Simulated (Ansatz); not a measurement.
**Formation energy and levels of the substitutional impurity P_H in MgH2 (Pbcn)**

Aim: at which Fermi levels does P_H in MgH2 (Pbcn) change its charge? The model is a cell of 96 host atoms with 1 H taken out and 1 P put in.

Method: place-levels on PBEsol runs: charge-transition levels and formation energies with image-charge correction and potential alignment at the atomic sites, in Ansatz 0.2.0.

## (1) Starting point

The cell holds 96 atoms: 32 Mg, 63 H and 1 P. Its edges and angles: a = 8.952 Å, b = 10.787 Å, c = 9.789 Å, α = 90.0°, β = 90.0°, γ = 90.0°. It derives from MgH2 (space group Pbcn). Nearest the centre at fractional (0.635, 0.447, 0.539): P68 at 0.00 Å, Mg62 at 1.90 Å, Mg49 at 1.94 Å, Mg87 at 1.99 Å, H81 at 2.48 Å, H65 at 2.65 Å, H96 at 2.70 Å, H84 at 2.70 Å.

Screening for the image-charge correction: ε∞ = (4.23, 4.33, 4.34), ε0 = (11.82, 11.40, 11.83), from a response run on this crystal (DFPT, PBEsol) at that run's own cell.

The cell's shortest repeat is 9.0 Å.

## (2) Charge states

Levels follow from differences of total energies between charge states, each relaxed by itself.

Each atom starts 0.05 Å or so off its site in a random direction. Forces are taken at one point at (¼, ¼, ¼). The cell holds 2 electrons more than the neutral one, with a uniform background that keeps it neutral on the whole.

The sampling was tested on the host first: at the k-points planned (1x1x1 shifted 0.25 0.25 0.25) its energy lies 0.000 eV an atom from the dense-mesh value, under the bound of 0.02 eV set for this test; that bounds the host's error, not the defect's.

One of the inputs; charge, spin and start change from state to state.

File qm2.relax/input.yaml:

```yaml
crystal:
  lattice:
    - [8.95206302, 0.0, 0.0]
    - [0.0, 10.78733776, 0.0]
    - [0.0, 0.0, 9.78929049]
  atoms:
    - { symbol: Mg, position: [0.25, 0.41523406, 0.375] }
    - { symbol: Mg, position: [0.0, 0.33476594, 0.125] }
[... 4 atom lines left out ...]
    - { symbol: H, position: [0.38500207, 0.3030364, 0.46055013] }
[... 6 atom lines left out ...]
    - { symbol: Mg, position: [0.0, 0.33476594, 0.625] }
[... 2 atom lines left out ...]
    - { symbol: H, position: [0.36499793, 0.4469636, 0.71055013] }
[... 15 atom lines left out ...]
    - { symbol: H, position: [0.36499793, 0.5530364, 0.46055013] }
[... 15 atom lines left out ...]
    - { symbol: Mg, position: [0.75, 0.41523406, 0.375] }
[... 2 atom lines left out ...]
    - { symbol: Mg, position: [0.5, 0.16523406, 0.375] }
[... 1 atom line left out ...]
    - { symbol: H, position: [0.61499793, 0.3030364, 0.28944987] }
    - { symbol: H, position: [0.88500207, 0.3030364, 0.46055013] }
[... 5 atom lines left out ...]
    - { symbol: Mg, position: [0.75, 0.41523406, 0.875] }
    - { symbol: Mg, position: [0.5, 0.33476594, 0.625] }
[... 2 atom lines left out ...]
    - { symbol: H, position: [0.86499793, 0.4469636, 0.71055013] }
    - { symbol: H, position: [0.61499793, 0.3030364, 0.78944987] }
[... 1 atom line left out ...]
    - { symbol: P, position: [0.63500207, 0.4469636, 0.53944987] }
[... 1 atom line left out ...]
    - { symbol: H, position: [0.61499793, 0.1969636, 0.53944987] }
[... 5 atom lines left out ...]
    - { symbol: Mg, position: [0.5, 0.66523406, 0.375] }
[... 4 atom lines left out ...]
    - { symbol: H, position: [0.86499793, 0.5530364, 0.46055013] }
[... 2 atom lines left out ...]
    - { symbol: H, position: [0.63500207, 0.5530364, 0.28944987] }
[... 2 atom lines left out ...]
    - { symbol: Mg, position: [0.75, 0.58476594, 0.625] }
[... 6 atom lines left out ...]
    - { symbol: H, position: [0.61499793, 0.6969636, 0.53944987] }
[... 1 atom line left out ...]
    - { symbol: H, position: [0.63500207, 0.5530364, 0.78944987] }
  host:
    repeats: [2, 2, 2]
    atoms:
      - { symbol: Mg, position: [0.5, 0.83046813, 0.75] }
      - { symbol: Mg, position: [0.0, 0.66953187, 0.25] }
      # ... 10 more atoms of the perfect host
total_charge: -2
basis:
  ecutwfc: 420
  xc_grid: 2
hamiltonian:
  xc: pbesol
kpoints:
  mp_grid: { grid: [1, 1, 1], shift: [0.25, 0.25, 0.25] }
scf:
  occupations: { method: fixed }
  max_iter: 60
output:
  forces: true
  charged_corrections:
    epsilon: [4.23, 4.33, 4.34]
    static_epsilon: [11.82, 11.4, 11.83]
    defect_position: [0.635002, 0.446964, 0.53945]
relax:
  f_tol: 0.02
  max_steps: 80
  random_displacement: { amplitude: 0.05, seed: 7049 }
checkpoint:
  write: "../qm2.relax.run"
  compress: false
  write_wavefunctions: true
  write_every: 100000
```

Run with:

```sh
ansatz run input.yaml --threads 4 --pin off --max-ram 7536MiB --backend cpu --events-out ev --progress --plain --runs-dir out
```

Defect states can disperse in a cell of this size, so the energy is taken again at a 2×2×2 shifted mesh, on the relaxed structure.

The run of this state that the levels use, under PBEsol:

File qm2.point/input.yaml:

```yaml
crystal:
  checkpoint: "../qm2.relax.run"
  host: checkpoint
total_charge: -2
basis:
  ecutwfc: 420
  xc_grid: 2
hamiltonian:
  xc: pbesol
kpoints:
  mp_grid: { grid: [2, 2, 2], shift: [0.5, 0.5, 0.5] }
scf:
  occupations: { method: fermi_dirac, width: 0.01 }
  max_iter: 60
output:
  forces: true
  eigenvalues: true
  charged_corrections:
    epsilon: [4.23, 4.33, 4.34]
    static_epsilon: [11.82, 11.4, 11.83]
    defect_position: [0.635002, 0.446964, 0.53945]
  eigenstates: { localisation: true }
  populations: true
checkpoint:
  read: "../qm2.relax.run"
  write: "../qm2.point.run"
  compress: false
  write_wavefunctions: false
  write_every: 100000
```

Relaxations under PBEsol at one point at (¼, ¼, ¼); times on 4 threads of Arm Neoverse V1, shared host:

```
charge  moment (μB)  occupations    outcome  steps  largest displacement against the far atoms (Å)     time
    −2            0        fixed  converged     11                                            1.20  1.7 min
    −1            1        fixed  converged     11                                            1.22  3.8 min
     0            0        fixed  converged     21                                            1.85  3.2 min
     0            2        fixed  converged      9                                            0.95  3.7 min
```

Single points under PBEsol at a 2×2×2 shifted mesh; times on 4 threads of Arm Neoverse V1, shared host:

```
charge  moment (μB)  occupations    outcome     time
    −2            0  fermi-dirac  converged     83 s
    −1            1  fermi-dirac  converged    3 min
     0            0  fermi-dirac  converged     86 s
     0            2  fermi-dirac  converged  3.6 min
```

Distances (Å) from P68 to the nearest atoms after relaxation with PBEsol:

```
charge  moment (μB)       1.       2.       3.       4.       5.       6.
    −2            0  Mg 2.36  Mg 2.42  Mg 2.48  Mg 2.48  Mg 2.65  Mg 2.72
    −1            1   H 1.96  Mg 2.39  Mg 2.45  Mg 2.54  Mg 2.56  Mg 2.69
     0            0   H 1.44  Mg 2.45  Mg 2.45  Mg 2.66  Mg 2.70   H 2.75
     0            2   H 2.08  Mg 2.39  Mg 2.54  Mg 2.56  Mg 2.58   H 2.76
```

## (3) Placing the levels, PBEsol

A charged cell interacts with its images and the background, and its potential has another zero than the host's. place-levels removes the first by a point-charge model, screened by the static dielectric constant since the ions have relaxed around the charge, and the second by comparing potentials at atoms far from the defect.

The host is a run of the defect-free crystal in the same cutoffs, grids and k-points, so that basis and sampling errors cancel in part in the differences. Its band edges come from a run of the primitive cell that searches the zone for them. The host is run in a cell of 24 atoms on a matching mesh. Chemical potentials are energies per atom of H (H2 molecule) and P (black phosphorus), run with the same functional and cutoff.

File levels.point.yaml:

```yaml
host:
  run: host.point.run
  levels_from: { run: edges.point.run }
states: [qm2.point.run, qm1_M1.point.run, q0.point.run, q0_M2.point.run]
geometry_from:
  qm2.point.run: qm2.relax.run
  qm1_M1.point.run: qm1_M1.relax.run
  q0.point.run: q0.relax.run
  q0_M2.point.run: q0_M2.relax.run
  host.point.run: host.relax.run
chemical_potentials:
  H:
    energy: -15.609288
    dataset: "<sha256 of the dataset>"
  P:
    energy: -740.035931
    dataset: <sha256 of the dataset>
epsilon: [4.23, 4.33, 4.34]
static_epsilon: [11.82, 11.4, 11.83]
vertical:
  - { from: qm2.point.run, to: qm2.point_neutral.run }
  - { from: qm1_M1.point.run, to: qm1_M1.point_neutral.run }
```

Run with:

```sh
ansatz place-levels levels.point.yaml -- --threads 4 --pin off --max-ram 7536MiB
```

Numbers of over 12 decimals in the logs are rounded to 6 here.

What it wrote:

```text
[... repeated set-up lines and file paths are left out, and long positions are rounded to six places ...]
(0/-1) 3.818 eV above the valence edge, in the conduction band; not on the lower envelope
(-1/-2) 2.009 eV above the valence edge, 1.391 eV under the conduction edge; not on the lower envelope
(0/-2) 2.914 eV above the valence edge, 0.486 eV under the conduction edge: charges between them are lowest nowhere
formation energy of charge 0: +1.123 eV with the Fermi level at the valence edge
formation energy of charge -1: +4.942 eV with the Fermi level at the valence edge
formation energy of charge -2: +6.951 eV with the Fermi level at the valence edge
vertical -2 to 0: no energy, since no alignment is typed
  the change from vertical[0].from (qm2.point.run) to vertical[0].to (qm2.point_neutral.run): by its potential at epsilon [4.23, 4.33, 4.34] it stands at 0.511 0.523 0.467, with an rms radius of about 3.4 Å (2.0 1.7 2.1 Å across the planes of the cell's [...]
vertical -1 to 0: no energy, since no alignment is typed
  the change from vertical[1].from (qm1_M1.point.run) to vertical[1].to (qm1_M1.point_neutral.run): by its spins about the atoms it stands at 0.419 0.539 0.467, with an rms radius of about 2.7 Å (1.9 1.4 1.3 Å across the planes of the cell's vectors); [...]
  edges by pbesol of host.levels_from (edges.point.run), its mesh sampled to repeats of 26.86 Å (the valence edge +0.253 eV and the conduction edge -0.394 eV from those of the host's own run), gap 3.400 eV; the host is sampled to repeats of 26.53 Å
  the defect's cells are sampled to repeats of 26.53 Å, like sampling
  charge 0: +0.000 eV for its dipole among its images, +0.000 omitted
  charge -1: -62921.9727 eV with its correction of -0.032 eV, at epsilon [11.82, 11.4, 11.83], aligned at sites: +0.2085 eV, mean over 62 atomic sites at or beyond 4.48 Å from the defect at [0.6350, 0.4470, 0.5395], with +0.000000 for the charge's moments and [...]
  charge -2: -62917.6317 eV with its correction of +0.200 eV, at epsilon [11.82, 11.4, 11.83], aligned at sites: +0.2524 eV, mean over 62 atomic sites at or beyond 4.48 Å from the defect at [0.6350, 0.4470, 0.5395], with -0.000026 for the charge's moments and [...]
  charge 0: states[3] (q0_M2.point.run) stands 2.368 eV higher, with a moment of 2.00 μB against 0.00
  of states[2] (q0.point.run): its alignment with the host at atomic sites is doubtful: a part of the defect, H at [0.3650, 0.5530, 0.4606], stands 2.78 Å off the defect's place or the host's site by it, at or past 2.67 Å (0.6 of the 4.48 Å from which on the [...]
  of states[1] (qm1_M1.point.run): it parts from the run at its places by a charge that spreads by about 1.9 Å along one vector (1.6 Å or more is wide), by the spins about the atoms, where the cell does not tell a trapped carrier from a band state. [...]
  of states[0] (qm2.point.run): it parts from the run at its places by a charge that spreads by about 2 Å along one vector (1.6 Å or more is wide), by its potential at epsilon [4.23, 4.33, 4.34], taken for that of held ions (one typed too small widens it), [...]
  of vertical[0].from (qm2.point.run): its displacements don't fall off away from the defect: farther atoms stand 0.091 Å off the host's places. [...]
  vertical[0].to (qm2.point_neutral.run): levels filled in part (TS 0.012 eV): its energy is of no whole electron's
  of vertical[0].to (qm2.point_neutral.run): its displacements don't fall off away from the defect: farther atoms stand 0.091 Å off the host's places. [...]
  of vertical[1].from (qm1_M1.point.run): stability_check_not_made; [...]
```

Run time: 0.51 s. Hardware: 4 threads of Arm Neoverse V1, shared host.

Levels between the charges placed, in eV above the valence top:

```
        gap (eV)  (0/−1)  (−1/−2)
PBEsol      3.40    3.82     2.01
```

Corrections by state:

```
charge  moment (μB)  image terms and alignment (eV)  band filling (eV)                                  ε used  over the lowest of its charge, as the program ranks them, band filling apart (eV)
     0          0.0                           0.000                  -                                       -                                                                              0.000
    −1          1.0                          -0.032                  -  principal values (11.40, 11.82, 11.83)                                                                              0.000
    −2          0.0                           0.200                  -  principal values (11.40, 11.82, 11.83)                                                                              0.000
     0          2.0                           0.000                  -                                       -                                                                              2.368
```

The charged structures listed were also run neutral, and place-levels reads from each pair, by the potential or the spins, how wide the charge is by which they differ; that can be the carrier of either run.

```
charge  rms radius (Å)  spread where it is widest against the cell (Å)  wide from (Å)  reading
    −1             2.7                                            1.88           1.55     wide
    −2             3.4                                            2.02           1.55     wide
```

The neutral runs of these pairs need not share the spin of the lowest neutral state, and very wide values only mean spread over the cell.

From the program's caveats on the states, each cut to its opening words:

- charge 0: its alignment with the host at atomic sites is doubtful: a part of the defect, H at [0.3650, 0.5530, 0.4606], stands 2.78 Å off the defect's place or the [...]
- charge −1 (1 μB): it parts from the run at its places by a charge that spreads by about 1.9 Å along one vector (1.6 Å or more is wide), by the spins about the atoms, where the [...]
- charge −1 (1 μB): flagged: stability check not made
- charge −2: it parts from the run at its places by a charge that spreads by about 2 Å along one vector (1.6 Å or more is wide), by its potential at epsilon [4.23, 4.33, [...]
- charge −2: its displacements don't fall off away from the defect: farther atoms stand 0.091 Å off the host's places

The host's formation energy from the elements is -0.209 eV per atom; it sets how far the chemical potentials can move.

Limit set by the element alone; other compounds of these elements are not counted. Chemical potentials from the elements' reference states: H 0.00 eV, Mg -0.63 eV, P 0.00 eV. Formation energy by charge state (H-rich; gap 3.40 eV):

```
charge  at valence top (eV)  at conduction bottom (eV)  correction included (eV)
     0                 1.12                       1.12                      0.00
    −1                 4.94                       1.54                     -0.03
    −2                 6.95                       0.15                      0.20
```

```tsv
Fermi level (eV)	lowest formation energy (eV)
0.00	1.12
0.31	1.12
0.62	1.12
0.93	1.12
1.24	1.12
1.54	1.12
1.86	1.12
2.16	1.12
2.47	1.12
2.78	1.12
3.09	0.77
3.40	0.15
```

Limit set by the element alone; other compounds of these elements are not counted. Chemical potentials from the elements' reference states: Mg 0.00 eV, H -0.31 eV, P 0.00 eV. Formation energies (Mg-rich), with the Fermi level at the valence top and at the conduction bottom (gap 3.40 eV):

```
charge  at valence top (eV)  at conduction bottom (eV)  correction included (eV)
     0                 0.81                       0.81                      0.00
    −1                 4.63                       1.23                     -0.03
    −2                 6.64                      -0.16                      0.20
```

(Fermi level (eV), lowest formation energy (eV)): (0.00, 0.81), (0.31, 0.81), (0.62, 0.81), (0.93, 0.81), (1.24, 0.81), (1.54, 0.81), (1.86, 0.81), (2.16, 0.81), (2.47, 0.81), (2.78, 0.81), (3.09, 0.45), (3.40, -0.16)

## (4) The same at the relaxations' own k-points

The relaxations' own energies give the levels at their sampling, for comparison.

File levels.relax_mesh.yaml:

```yaml
host:
  run: host.relax.run
  levels_from: { run: edges.relax.run }
states: [qm2.relax.run, qm1_M1.relax.run, q0.relax.run, q0_M2.relax.run]
chemical_potentials:
  H:
    energy: -15.609288
    dataset: "<sha256 of the dataset>"
  P:
    energy: -740.035931
    dataset: <sha256 of the dataset>
```

Run with:

```sh
ansatz place-levels levels.relax_mesh.yaml -- --threads 4 --pin off --max-ram 7536MiB
```

What it wrote:

```text
(0/-1) 3.824 eV above the valence edge, in the conduction band; not on the lower envelope
[...]
formation energy of charge 0: +1.105 eV with the Fermi level at the valence edge
formation energy of charge -1: +4.929 eV with the Fermi level at the valence edge
formation energy of charge -2: +6.955 eV with the Fermi level at the valence edge
  edges by pbesol of host.levels_from (edges.relax.run), its mesh sampled to repeats of 26.86 Å (the valence edge +0.253 eV and the conduction edge -0.394 eV from those of the host's own run), gap 3.400 eV; the host is sampled to repeats of 13.27 Å
[... the lines on each state left out ...]
```

Wall time 0.2 s (4 threads).

Levels between neighbouring charges, in eV above the valence top:

```
                        gap (eV)  (0/−1)  (−1/−2)
one point at (¼, ¼, ¼)      3.40    3.82     2.03
  a 2×2×2 shifted mesh      3.40    3.82     2.01
```

Going from one point at (¼, ¼, ¼) to a 2×2×2 shifted mesh moves the levels that carry no band-filling term by up to 0.02 eV and formation energies against the elements by up to 0.02 eV.

## (5) What came out

```yaml
gap_of_the_host: 3.40 eV (PBEsol)
level_0_minus_1: 3.82 eV above the valence top, past the conduction bottom, not a change between lowest states
level_minus_1_minus_2: 2.01 eV above the valence top, not a change between lowest states
level_0_minus_2: 2.91 eV above the valence top
lowest_of_the_charges_placed_just_above_the_valence_top_0p02_ev: 0
lowest_of_the_charges_placed_just_below_the_conduction_bottom_0p02_ev: −2
lowest_formation_energy_at_mid_gap_of_the_charges_run_h_rich: 1.12 eV
lowest_formation_energy_at_mid_gap_of_the_charges_run_mg_rich: 0.81 eV
```

In words: Of the charges placed (−2, −1 and 0), the lowest changes at 2.91 eV (0/−2) above the valence top, in a gap of 3.40 eV. (0/−2) passes over charge −1, which lies 0.90 eV above the two there; a lower structure or spin state of it, if missed, would change that. Charges above 0 and below −2 were not placed, so these runs say nothing of levels that involve them. States placed: 0 at 0 μB and 2 μB; −1 at 1 μB; −2 at 0 μB. Other spin states or structures, where not listed, weren't placed. At charge −2, −1 and 0 the atom put in ends up to 1.4 Å from its starting place, so the name tells the start alone and the levels can join different sites. P is taken at its element; compounds, which aren't counted here, bound the chemical potentials and would shift these formation energies. Going from one point at (¼, ¼, ¼) to a 2×2×2 shifted mesh moves the levels that carry no band-filling term by up to 0.02 eV and formation energies against the elements by up to 0.02 eV. The program doubts the alignment of potentials for at least one state, a sign that the cell is small. What this leaves open: the images are only 9.0 Å apart; PBEsol makes the gap too small and tends to spread out bound carriers.

[Logs are printed without paths, hosts, clocks, repeated set-up lines and the standing remarks that a program may print on its own settings, such as how far it seeks lower states.]

[Hosts, paths, dates, database ids (printed as entryN), source tags and the programs' standing remarks are cut or masked in the printed files.]

[Where a table of states has a column of steps, it counts the stored structures, which are thinned; the runs took as many ionic steps or more.]

[A defect's name tells the site on which it was built; relaxed atoms can leave that site.]

[For some hosts the program warned that the k-mesh of the response run may be too coarse for force constants and the static dielectric constant; such warnings are not shown here.]
